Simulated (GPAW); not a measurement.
**Settings that the conductance of a Zr chain with one S atom in line needs**

Wanted: a convergence study of zero-bias transport through a Zr chain with one S atom in line, with run times.

Main program and level: GPAW 26.7.0; GPAW LCAO, PAW setups; Landauer transmission from Green's functions with principal layers (ASE), zero bias.

**1. The starting structure**

The cell holds 13 atoms: 12 Zr and 1 S. Its edges and angles: a = 9.000 Å, b = 9.000 Å, c = 32.975 Å, α = 90.0°, β = 90.0°, γ = 90.0°. Regions: left lead, 6 atoms (6 Zr); channel, 1 atom (1 S); right lead, 6 atoms (6 Zr). Vacuum lies along a and b. The structure is stacked along c, and the current runs across the ab planes.

**2. The reference run**

All settings start at ordinary values; they are then varied in turn, with meshes following the cell where its length changes.

Contents of run.py:

```python
import json
import numpy as np
from ase import Atoms
from ase.transport.calculators import TransportCalculator
from gpaw import GPAW, FermiDirac
from gpaw.lcao.tools import get_lcao_hamiltonian
from scipy.linalg import eigh

# The junction with lead layers at both ends, along the third cell vector
device = Atoms(
    ['Zr', 'Zr', 'Zr', 'Zr', 'Zr', 'Zr', 'S', 'Zr', 'Zr', 'Zr', 'Zr', 'Zr', 'Zr'],
    positions=[
        [4.50000, 4.50000, 1.30000],
        [4.50000, 4.50000, 3.90000],
        [4.50000, 4.50000, 6.50000],
        [4.50000, 4.50000, 9.10000],
        [4.50000, 4.50000, 11.70000],
        [4.50000, 4.50000, 14.30000],
        [4.50000, 4.50000, 16.48750],
        [4.50000, 4.50000, 18.67500],
        [4.50000, 4.50000, 21.27500],
        [4.50000, 4.50000, 23.87500],
        [4.50000, 4.50000, 26.47500],
        [4.50000, 4.50000, 29.07500],
        [4.50000, 4.50000, 31.67500]],
    cell=[[9.0, 0.0, 0.0], [0.0, 9.0, 0.0], [0.0, 0.0, 32.975]],
    pbc=True)

# One principal layer of the lead: the first 4 atoms of the device
lead = Atoms(
    ['Zr', 'Zr', 'Zr', 'Zr'],
    positions=[
        [4.50000, 4.50000, 1.30000],
        [4.50000, 4.50000, 3.90000],
        [4.50000, 4.50000, 6.50000],
        [4.50000, 4.50000, 9.10000]],
    cell=[[9.0, 0.0, 0.0], [0.0, 9.0, 0.0], [0.0, 0.0, 10.4]],
    pbc=True)

settings = dict(mode='lcao', basis='dzp', xc='LDA', h=0.2,
                occupations=FermiDirac(0.1), maxiter=250,
                mixer=dict(beta=0.1, nmaxold=8, weight=100.0),
                convergence=dict(density=0.0001))
energies = np.arange(-2, 2 + 1e-9, 0.05)
eta = 0.0001
n1, n2 = 1, 1
# k and -k transmit alike, so half of the mesh across the current serves
mesh = [(i, j) for i in range(n1) for j in range(n2) if (i, j) <= (-i % n1, -j % n2)]
weights = np.array([1 if (i, j) == (-i % n1, -j % n2) else 2 for i, j in mesh]) / (n1 * n2)

# [... helper functions left out ...]
fermi_lead = ground_state(lead, (1, 1, 11), 'lead.txt')
fermi_device = ground_state(device, (1, 1, 3), 'device.txt')
# [... loop over the mesh left out, but for ...]
        # Shift the lead onto the potential of the device's first layer
        shift = ((H[:, 0, 0] - H0[:, 0, 0]) / S0[0, 0]).real.mean()
# [...]
kT = 8.617333e-5 * 77
bias = [0.1, 0.2, 0.5, 1.0, 1.5, 2.0]
# [... integrals and printing left out ...]
```

Launch:

```
OMP_NUM_THREADS=1 OPENBLAS_NUM_THREADS=2 python run.py
```

The program printed:

```text
basis functions: device 361, principal layer 116
Fermi level: lead -2.0004 eV, device -2.0679 eV; lead shifted by 0.0052 eV
largest coupling past the next layer 9.77e-06 eV, largest misfit of the first layer 0.024 eV
  E-E_F (eV)   T (one spin)  [channel counts left out]
    -2.000    1.2555e-01
    -1.950    1.3269e-01
    -1.900    1.3885e-01
    -1.850    1.4386e-01
    -1.800    1.4756e-01
    -1.750    1.5056e-01
    -1.700    1.5049e-01
    -1.650    1.4947e-01
    -1.600    1.4675e-01
    -1.550    1.4233e-01
    -1.500    2.3105e-01
    -1.450    4.2147e-01
    -1.400    5.4943e-01
    -1.350    6.6678e-01
    -1.300    7.7997e-01
    -1.250    8.8585e-01
[...]
1.650    6.2630e-01
     1.700    6.1523e-01
     1.750    6.0295e-01
     1.800    5.8960e-01
     1.850    5.7584e-01
     1.900    5.6195e-01
     1.950    5.4682e-01
     2.000    5.3036e-01
conductance at 77 K: 2.1059 G0 a cell; thermopower -0.3409 uV/K
current from the zero-bias T(E) at 0.1 V: 16.368 uA
current from the zero-bias T(E) at 0.2 V: 32.881 uA
current from the zero-bias T(E) at 0.5 V: 82.889 uA
current from the zero-bias T(E) at 1.0 V: 163.76 uA
current from the zero-bias T(E) at 1.5 V: 239.3 uA
current from the zero-bias T(E) at 2.0 V: 304.25 uA
```

Elapsed: 97 s, on 2 threads of Intel Xeon 6975P-C (Granite Rapids), shared host; peak memory 1.3 GiB.

This step gave:

```yaml
conductance: 2.106 G₀
largest_coupling_past_the_next_principal_layer: 9.77e-6 eV
largest_misfit_of_the_first_principal_layer: 0.02450 eV
shift_that_aligns_the_lead: 0.005244 eV
basis_functions_of_the_junction: 361
basis_functions_of_a_principal_layer: 116
transmission_at_the_fermi_level_one_spin: 2.102
```

One spin. The transmission, zone mean by energy, zero at the Fermi level:

energy (eV), transmission, zone mean and a bar:
```
   -2.000       0.13 
   -1.800       0.15 
   -1.600       0.15 
   -1.400       0.55 ######
   -1.200       0.98 ############
   -1.000       1.36 ##################
   -0.800       1.75 #######################
   -0.600       1.92 ##########################
   -0.400       2.02 ###########################
   -0.200       2.08 ############################
    0.000       2.10 ############################
    0.200       2.23 ##############################
    0.400       2.13 #############################
    0.600       2.02 ###########################
    0.800       1.84 #########################
    1.000       1.52 ####################
    1.200       0.70 ########
    1.400       0.67 ########
    1.600       0.64 #######
    1.800       0.59 #######
    2.000       0.53 ######
```

Not self-consistent under bias; the bias window is split evenly. The current through one cell, from the zero-bias transmission by bias:

```csv
bias (V),"current through one cell, from the zero-bias transmission (μA)"
0.100,16.4
0.200,32.9
0.500,82.9
1.000,164
1.500,239
2.000,304
```

Couplings past the next layer reach 9.8e-6 eV, small enough to drop; the matrix elements of the cell's first layer differ from the bulk lead's by up to 0.024 eV. That layer keeps its own values in the calculation, and only beyond it is the lead taken as perfect. The Fermi levels of lead and junction count from different zeros of potential, one for each periodic cell; with both set to zero, the small remaining shift is what aligns them. By hand: G = 2.106 × 77.48 μS = 163 μS, a resistance of 6.13 kΩ; at 0.1 V a linear junction would pass 16.3 μA, and the integral over the bias window gives 16.4 μA.

**3. Periods in a principal layer**

A principal layer must be long enough that orbitals couple only to the neighbouring layers.

Edit run.py of step 2 so:

```diff
@@ -28,11 +28,9 @@
 
-# One principal layer of the lead: the first 4 atoms of the device
+# One principal layer of the lead: the first 2 atoms of the device
 lead = Atoms(
-    ['Zr', 'Zr', 'Zr', 'Zr'],
+    ['Zr', 'Zr'],
     positions=[
         [4.50000, 4.50000, 1.30000],
-        [4.50000, 4.50000, 3.90000],
-        [4.50000, 4.50000, 6.50000],
-        [4.50000, 4.50000, 9.10000]],
-    cell=[[9.0, 0.0, 0.0], [0.0, 9.0, 0.0], [0.0, 0.0, 10.4]],
+        [4.50000, 4.50000, 3.90000]],
+    cell=[[9.0, 0.0, 0.0], [0.0, 9.0, 0.0], [0.0, 0.0, 5.2]],
     pbc=True)
@@ -51,3 +49,3 @@
 # [... helper functions left out ...]
-fermi_lead = ground_state(lead, (1, 1, 11), 'lead.txt')
+fermi_lead = ground_state(lead, (1, 1, 22), 'lead.txt')
 fermi_device = ground_state(device, (1, 1, 3), 'device.txt')
```

The program printed:

```text
basis functions: device 361, principal layer 58
Fermi level: lead -2.0003 eV, device -2.0679 eV; lead shifted by 0.0056 eV
largest coupling past the next layer 7.42e-01 eV, largest misfit of the first layer 0.020 eV
  E-E_F (eV)   T (one spin)  [channel counts left out]
    -2.000    1.2801e-06
    -1.950    7.6093e-02
    -1.900    1.3565e-01
    -1.850    1.6455e-01
    -1.800    1.7916e-01
    -1.750    1.8545e-01
    -1.700    1.8607e-01
    -1.650    1.8232e-01
    -1.600    1.7499e-01
    -1.550    1.6467e-01
    -1.500    2.5402e-01
    -1.450    4.2486e-01
    -1.400    5.4404e-01
    -1.350    6.5423e-01
    -1.300    7.6171e-01
    -1.250    8.6366e-01
[...]
1.650    6.7660e-01
     1.700    7.0134e-01
     1.750    8.0132e-01
     1.800    1.1113e-01
     1.850    4.6952e-01
     1.900    5.1336e-01
     1.950    5.2024e-01
     2.000    5.1178e-01
conductance at 77 K: 1.9113 G0 a cell; thermopower -2.125 uV/K
current from the zero-bias T(E) at 0.1 V: 14.805 uA
current from the zero-bias T(E) at 0.2 V: 29.51 uA
current from the zero-bias T(E) at 0.5 V: 83.644 uA
current from the zero-bias T(E) at 1.0 V: 166.82 uA
current from the zero-bias T(E) at 1.5 V: 235.97 uA
current from the zero-bias T(E) at 2.0 V: 300.13 uA
```

The job ended after 99 s (2 threads; peak memory 1.2 GiB).

Numbers from this step:

- conductance: 1.911 G₀
- largest coupling past the next principal layer: 0.7417 eV
- largest misfit of the first principal layer: 0.01992 eV
- shift that aligns the lead: 0.005589 eV
- basis functions of a principal layer: 58
- transmission at the Fermi level (one spin): 1.911

One spin. Table of transmission, zone mean by energy, zero at the Fermi level:

```csv
energy (eV),"transmission, zone mean"
-2.000,1.3e-6
-1.800,0.179
-1.600,0.175
-1.400,0.544
-1.200,0.955
-1.000,1.37
-0.800,1.71
-0.600,1.95
-0.400,2.08
-0.200,2.25
-0.150,2.38
0.000,1.91
0.150,2.80
0.200,2.53
0.400,2.18
0.600,1.65
0.800,1.83
0.850,1.96
1.000,1.73
1.200,0.726
1.400,0.674
1.600,0.667
1.800,0.111
2.000,0.512
```

Not self-consistent under bias; the bias window is split evenly. Current through one cell, from the zero-bias transmission against bias:

```csv
bias (V),"current through one cell, from the zero-bias transmission (μA)"
0.100,14.8
0.200,29.5
0.500,83.6
1.000,167
1.500,236
2.000,300
```

The conductance, 1.91 G₀, lies 9.2 % below that of the base run. Couplings past the next layer reach 0.74 eV, too large to drop without error; the matrix elements of the cell's first layer differ from the bulk lead's by up to 0.020 eV. That layer keeps its own values in the calculation, and only beyond it is the lead taken as perfect.

**4. Periods in a principal layer**

Edit run.py of step 3 so:

```diff
@@ -28,9 +28,10 @@
 
-# One principal layer of the lead: the first 2 atoms of the device
+# One principal layer of the lead: the first 3 atoms of the device
 lead = Atoms(
-    ['Zr', 'Zr'],
+    ['Zr', 'Zr', 'Zr'],
     positions=[
         [4.50000, 4.50000, 1.30000],
-        [4.50000, 4.50000, 3.90000]],
-    cell=[[9.0, 0.0, 0.0], [0.0, 9.0, 0.0], [0.0, 0.0, 5.2]],
+        [4.50000, 4.50000, 3.90000],
+        [4.50000, 4.50000, 6.50000]],
+    cell=[[9.0, 0.0, 0.0], [0.0, 9.0, 0.0], [0.0, 0.0, 7.8]],
     pbc=True)
@@ -49,3 +50,3 @@
 # [... helper functions left out ...]
-fermi_lead = ground_state(lead, (1, 1, 22), 'lead.txt')
+fermi_lead = ground_state(lead, (1, 1, 15), 'lead.txt')
 fermi_device = ground_state(device, (1, 1, 3), 'device.txt')
```

The program printed:

```text
basis functions: device 361, principal layer 87
Fermi level: lead -2.0006 eV, device -2.0679 eV; lead shifted by 0.0063 eV
largest coupling past the next layer 2.02e-02 eV, largest misfit of the first layer 0.018 eV
  E-E_F (eV)   T (one spin)  [channel counts left out]
    -2.000    1.7246e-01
    -1.950    1.7910e-01
    -1.900    1.8472e-01
    -1.850    1.8915e-01
    -1.800    1.9222e-01
    -1.750    1.9376e-01
    -1.700    1.9362e-01
    -1.650    1.9166e-01
    -1.600    1.8776e-01
    -1.550    1.8182e-01
    -1.500    2.6827e-01
    -1.450    4.5601e-01
    -1.400    5.7941e-01
    -1.350    6.8656e-01
    -1.300    7.2529e-01
    -1.250    9.5520e-01
[...]
1.650    6.7034e-01
     1.700    5.4741e-01
     1.750    6.1496e-01
     1.800    6.0752e-01
     1.850    5.9582e-01
     1.900    5.8280e-01
     1.950    5.6795e-01
     2.000    5.5140e-01
conductance at 77 K: 1.7615 G0 a cell; thermopower 1.695 uV/K
current from the zero-bias T(E) at 0.1 V: 15.15 uA
current from the zero-bias T(E) at 0.2 V: 32.483 uA
current from the zero-bias T(E) at 0.5 V: 83.469 uA
current from the zero-bias T(E) at 1.0 V: 165.27 uA
current from the zero-bias T(E) at 1.5 V: 242.38 uA
current from the zero-bias T(E) at 2.0 V: 308.98 uA
```

The job ended after 100 s (2 threads; peak memory 1.2 GiB).

Numbers from this step:

| Item | Value |
| --- | --- |
| conductance | 1.761 G₀ |
| largest coupling past the next principal layer | 0.02018 eV |
| largest misfit of the first principal layer | 0.01848 eV |
| shift that aligns the lead | 0.006264 eV |
| basis functions of a principal layer | 87 |
| transmission at the Fermi level (one spin) | 1.663 |

One spin. Table of transmission, zone mean by energy, zero at the Fermi level:

```csv
energy (eV),"transmission, zone mean"
-2.00,0.172
-1.90,0.185
-1.80,0.192
-1.70,0.194
-1.55,0.182
-1.45,0.456
-1.35,0.687
-1.25,0.955
-1.15,1.11
-1.05,1.35
-0.90,1.65
-0.80,1.78
-0.70,1.88
-0.60,1.94
-0.50,1.99
-0.40,2.04
-0.25,2.09
-0.15,2.11
-0.05,2.35
0.00,1.66
0.05,2.16
0.15,2.28
0.25,2.25
0.40,2.16
0.50,2.11
0.60,2.19
0.70,1.99
0.80,1.88
0.90,1.74
1.05,1.45
1.15,1.21
1.25,0.720
1.35,0.707
1.45,0.692
1.55,0.677
1.70,0.547
1.80,0.608
1.90,0.583
2.00,0.551
```

Not self-consistent under bias; the bias window is split evenly. The current through one cell, from the zero-bias transmission by bias:

```csv
bias (V),"current through one cell, from the zero-bias transmission (μA)"
0.100,15.1
0.200,32.5
0.500,83.5
1.000,165
1.500,242
2.000,309
```

The conductance, 1.76 G₀, lies 16 % below that of the base run. Couplings past the next layer reach 0.020 eV, too large to drop without error; the matrix elements of the cell's first layer differ from the bulk lead's by up to 0.018 eV. That layer keeps its own values in the calculation, and only beyond it is the lead taken as perfect.

**5. Periods in a principal layer**

Edit run.py of step 4 so:

```diff
@@ -28,5 +28,5 @@
 
-# One principal layer of the lead: the first 3 atoms of the device
+# One principal layer of the lead: the first 5 atoms of the device
 lead = Atoms(
-    ['Zr', 'Zr', 'Zr'],
+    ['Zr', 'Zr', 'Zr', 'Zr', 'Zr'],
     positions=[
@@ -34,4 +34,6 @@
         [4.50000, 4.50000, 3.90000],
-        [4.50000, 4.50000, 6.50000]],
-    cell=[[9.0, 0.0, 0.0], [0.0, 9.0, 0.0], [0.0, 0.0, 7.8]],
+        [4.50000, 4.50000, 6.50000],
+        [4.50000, 4.50000, 9.10000],
+        [4.50000, 4.50000, 11.70000]],
+    cell=[[9.0, 0.0, 0.0], [0.0, 9.0, 0.0], [0.0, 0.0, 13.0]],
     pbc=True)
@@ -50,3 +52,3 @@
 # [... helper functions left out ...]
-fermi_lead = ground_state(lead, (1, 1, 15), 'lead.txt')
+fermi_lead = ground_state(lead, (1, 1, 9), 'lead.txt')
 fermi_device = ground_state(device, (1, 1, 3), 'device.txt')
```

The program printed:

```text
basis functions: device 361, principal layer 145
Fermi level: lead -2.0006 eV, device -2.0679 eV; lead shifted by 0.0066 eV
largest coupling past the next layer 2.22e-09 eV, largest misfit of the first layer 0.057 eV
  E-E_F (eV)   T (one spin)  [channel counts left out]
    -2.000    1.2490e-01
    -1.950    1.3261e-01
    -1.900    1.3882e-01
[...]
1.950    5.4701e-01
     2.000    5.3043e-01
conductance at 77 K: 2.1066 G0 a cell; thermopower -0.3636 uV/K
current from the zero-bias T(E) at 0.1 V: 16.376 uA
current from the zero-bias T(E) at 0.2 V: 32.895 uA
current from the zero-bias T(E) at 0.5 V: 82.911 uA
current from the zero-bias T(E) at 1.0 V: 163.78 uA
current from the zero-bias T(E) at 1.5 V: 239.3 uA
current from the zero-bias T(E) at 2.0 V: 304.26 uA
```

It took 1.8 min on 2 threads; peak memory 1.3 GiB.

One spin. Transmission, zone mean against energy, zero at the Fermi level:

```csv
energy (eV),"transmission, zone mean"
-2.000,0.125
-1.800,0.148
-1.600,0.147
-1.400,0.549
-1.200,0.981
-1.000,1.36
-0.800,1.75
-0.600,1.92
-0.400,2.02
-0.200,2.09
0.000,2.10
0.200,2.23
0.400,2.13
0.600,2.02
0.800,1.84
1.000,1.52
1.200,0.695
1.400,0.670
1.600,0.636
1.800,0.590
2.000,0.530
```

The conductance equals that of the base run to 0.2 %. Couplings past the next layer reach 2.2e-9 eV, small enough to drop; the matrix elements of the cell's first layer differ from the bulk lead's by up to 0.057 eV. That layer keeps its own values in the calculation, and only beyond it is the lead taken as perfect.

**6. Convergence in the periods in a principal layer**

The runs and the base run on one axis.

This step: convergence of the conductance (GPAW 26.7.0).

The conductance by periods in a principal layer:

```csv
periods in a principal layer,conductance (G₀)
2.00,1.91
3.00,1.76
4.00,2.11
5.00,2.11
```

(Part 1 of 4 ends here.)

[Logs are printed without paths, hosts, clocks, repeated set-up lines and the standing remarks that a program may print on its own settings, such as how far it seeks lower states.]

[Hosts, paths, dates, database ids (printed as entryN), source tags and the programs' standing remarks are cut or masked in the printed files.]
